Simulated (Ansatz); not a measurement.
# The perfect Nb wire along [110], 9 atoms a period, part 2 of 2

What gap, if any, does the Nb wire along [110], 9 atoms a period have, and how many channels would it open?

Ansatz 0.2.0; DFT PBE, plane waves, PAW; relaxation of a wire's period; PAW set soft_1 (the session's first sound run).

So far: Set-up; Relaxation of atoms and period.

## Step 2: Relaxation of atoms and period (continued)

Step by step:

| step | energy less that of the first step (eV) | largest force component (eV/Å) | pressure (GPa) | volume (Å³) |
| --- | --- | --- | --- | --- |
| 1 | 0.0000 | 2.5901 | -6.66 | 543.34 |
| 2 | -2.5918 | 1.2520 | -2.27 | 528.48 |
| 3 | -2.6256 | 1.6255 | 1.56 | 525.27 |
| 4 | -2.8929 | 0.3307 | -0.30 | 522.36 |
| 5 | -2.9122 | 0.1730 | -0.20 | 523.10 |
| 6 | -2.9185 | 0.0149 | -0.07 | 521.77 |
| 7 | -2.9199 | 0.0163 | 0.01 | 519.36 |
| 8* | -2.9190 | 0.0164 | 0.01 | 519.36 |

Relaxation steps marked * repeat the geometry before them on a plane-wave basis chosen anew for their cell, so energy and pressure can jump there.

Forces are held to the 8 operations that the run works with; a distortion that breaks them can't arise in this run.

| cell as run | before | after | change |
| --- | --- | --- | --- |
| c (Å) | 4.681 | 4.474 | -4.4 % |

The atoms that moved most (Å, along periodic axes as changes of fractional coordinates times the final cell, across vacuum about the mean position):

| atom | dx | dy | dz | length |
| --- | --- | --- | --- | --- |
| Nb3 | -0.254 | -0.120 | 0.000 | 0.281 |
| Nb9 | -0.254 | 0.120 | 0.000 | 0.281 |
| Nb1 | 0.254 | -0.120 | 0.000 | 0.281 |
| Nb8 | 0.254 | 0.120 | 0.000 | 0.281 |
| Nb7 | -0.122 | 0.000 | 0.000 | 0.122 |
| Nb4 | 0.122 | 0.000 | 0.000 | 0.122 |
| Nb6 | 0.000 | -0.066 | 0.000 | 0.066 |
| Nb5 | 0.000 | 0.066 | 0.000 | 0.066 |

The relaxed structure:

```cif
data_structure
_symmetry_space_group_name_H-M 'P 1'
_symmetry_Int_Tables_number 1
_cell_length_a 10.1100
_cell_length_b 11.4810
_cell_length_c 4.4744
_cell_angle_alpha 90.000
_cell_angle_beta 90.000
_cell_angle_gamma 90.000
_cell_volume 519.36
loop_
_atom_site_label
_atom_site_type_symbol
_atom_site_fract_x
_atom_site_fract_y
_atom_site_fract_z
_atom_site_occupancy
Nb1 Nb 0.36145 0.69343 0.00000 1
Nb2 Nb 0.50000 0.50000 0.00000 1
Nb3 Nb 0.63855 0.69343 0.00000 1
Nb4 Nb 0.34838 0.50000 0.50000 1
Nb5 Nb 0.50000 0.30190 0.50000 1
Nb6 Nb 0.50000 0.69810 0.50000 1
Nb7 Nb 0.65162 0.50000 0.50000 1
Nb8 Nb 0.36145 0.30658 0.00000 1
Nb9 Nb 0.63855 0.30658 0.00000 1
```

Numbers from this step:

* energy at zero smearing: -40956.0637 eV
* cell length along the wire: 4.474 Å

The cell's length comes to 4.474 Å with spin left out.

## Step 3: Bands of the perfect wire

This step: DFT PBE, plane waves, PAW; bands of a perfect wire; PAW set soft_1 (Ansatz 0.2.0).

At the relaxed period the bands are computed along the axis; those that cross an energy going forward count the channels that a perfect wire would open there.

input.yaml

```yaml
crystal:
  lattice:
    - [10.11, 0.0, 0.0]
    - [0.0, 11.481, 0.0]
    - [0.0, 0.0, 4.4744343653]
  atoms:
    - { symbol: Nb, position: [0.361454936, 0.693426654, 0.0] }
    - { symbol: Nb, position: [0.5, 0.500002042, 0.0] }
    - { symbol: Nb, position: [0.638545064, 0.693426654, 0.0] }
    - { symbol: Nb, position: [0.348378758, 0.500002042, 0.5] }
    - { symbol: Nb, position: [0.5, 0.301903232, 0.5] }
    - { symbol: Nb, position: [0.5, 0.698100852, 0.5] }
    - { symbol: Nb, position: [0.651621242, 0.500002042, 0.5] }
    - { symbol: Nb, position: [0.361454936, 0.30657743, 0.0] }
    - { symbol: Nb, position: [0.638545064, 0.30657743, 0.0] }
kpoints:
  mp_grid: { grid: [1, 1, 18] }
  band_path: { path: ["Γ", Z], npoints: 90 }
scf:
  occupations: { method: fermi_dirac, width: 0.05 }
hamiltonian:
  xc: pbe
  pseudopotentials: { kind: paw, azcp: { folder: soft_1 } }
output:
  dos: { e_range: [-5, 4] }
  write_potential: true
  write_density: true
  volumetric_format: npy
```

Started as:

```console
> ansatz run input.yaml --threads 4 --pin off --max-ram 16384MiB --backend cpu --events-out ev --progress --plain --runs-dir out
```

Numbers of over 12 decimals in the logs are rounded to 6 here.

The log of the run:

```text
[...]
Crystal: 9 atoms, lattice volume = 519.361 Å³
Basis set: ecut = 420 eV, 10193 PW (Γ)
Bands: 71, of which v1, the nominal top of the filled ones, is band 59 counted from 1 (58 counted from 0)
Symmetry: 8 space group operations
[...]
k-points: 10 of 18
[...]
SCF iter   1: F=—  HF=-40970.398546 eV  |F-HF|=—  |Δ(HF+E_count)|=         —  Δρ=5.70e-2  dr2=7.92e1  ethr=3.10e-3  ⟨swp⟩=10.6  Hψ=3474  notcnv=0
[...]
SCF iter  13: F=-40956.119462 eV  HF=-40956.119462 eV  |F-HF|=6.09e-9  |Δ(HF+E_count)|=   8.60e-8  Δρ=1.41e-6  dr2=1.99e-8  ethr=8.55e-11  ⟨swp⟩=12.0  Hψ=2573  notcnv=0
SCF 1 converged in 13 iterations: F = -40956.119462 eV  dr2 = 1.99e-8
[...]
NSCF: frozen V_eff on 91 k-points
WARN: The output density's exchange-correlation potential varies sharply where the density is thin. Do not read a vacuum level from v_tot or v_xc, or from such a field of the output density. On a cell that repeats whose density bears no net charge and no dipole along the vacuum's axis use v_es (v_loc + v_h of the components); under efield.dipole_correction with no amplitude use v_es + v_field, which holds any externa [...]
SCF converged after 13 iterations
Free energy (F): -40956.119462 eV
[...]
Internal energy: -40956.008336 eV  (E = F + TS)
E sigma→0 (E₀):  -40956.063899 eV
Entropy (-TS):   -0.111127 eV (-12.347 meV/atom)
Fermi energy:    3.459956 eV
[...]
--- Band table (eV; the first three rows and the last of 10) ---
  k-point 0: bands = [... 55 lower, 3.0871, 3.1451, 3.2068, 3.2362, 3.3751, 3.6758, 3.7147, 4.0029, ... 8 higher]
  k-point 1: bands = [... 55 lower, 3.0176, 3.1767, 3.1911, 3.3666, 3.4115, 3.5621, 3.7642, 4.0093, ... 8 higher]
  k-point 2: bands = [... 55 lower, 3.0241, 3.1128, 3.2347, 3.3978, 3.4590, 3.7000, 3.8558, 4.0344, ... 8 higher]
  k-point 9: bands = [... 55 lower, 2.8315, 2.9300, 3.0976, 3.4995, 3.5065, 3.9267, 4.0112, 4.0951, ... 8 higher]
```

It took 31 s on 4 threads of Arm Neoverse V2, shared host; peak memory 2 GiB; 2 min of CPU time.

Numbers from this step:

```
energy at zero smearing : -40956.0639 eV
band gap                : 0 eV
```

The electronic bands at the labelled points (eV, zero at the Fermi level):

| point | band 55 | band 56 | band 57 | band 58 | band 59 | band 60 | band 61 | band 62 |
| --- | --- | --- | --- | --- | --- | --- | --- | --- |
| Γ | -0.39 | -0.37 | -0.31 | -0.25 | -0.22 | -0.08 | 0.22 | 0.25 |
| halfway | -0.75 | -0.63 | -0.18 | -0.04 | 0.10 | 0.24 | 0.42 | 0.79 |
| Z | -0.79 | -0.63 | -0.53 | -0.36 | 0.04 | 0.05 | 0.47 | 0.55 |

Between Γ and Z the bands cross the Fermi level 6 times, so a perfect wire would conduct at least 6 G₀, with spin left out.

## Step 4: Summary of results

| Property | Result |
| --- | --- |
| cell length, PBE | 4.474 Å |
| ballistic conductance by band crossings, a lower bound, PBE | 6 G₀ |

In words: Under PBE the cell's length is 4.47 Å, and the bands cross the Fermi level 6 times between Γ and Z, which gives a perfect wire at least 6 G₀ (opposite crossings within one step of the path cancel in such a count). No spin was allowed, though thin wires with open d shells can turn magnetic.

[Logs are printed without paths, hosts, clocks, repeated set-up lines and the standing remarks that a program may print on its own settings, such as how far it seeks lower states.]

[Hosts, paths, dates, database ids (printed as entryN), source tags and the programs' standing remarks are cut or masked in the printed files.]
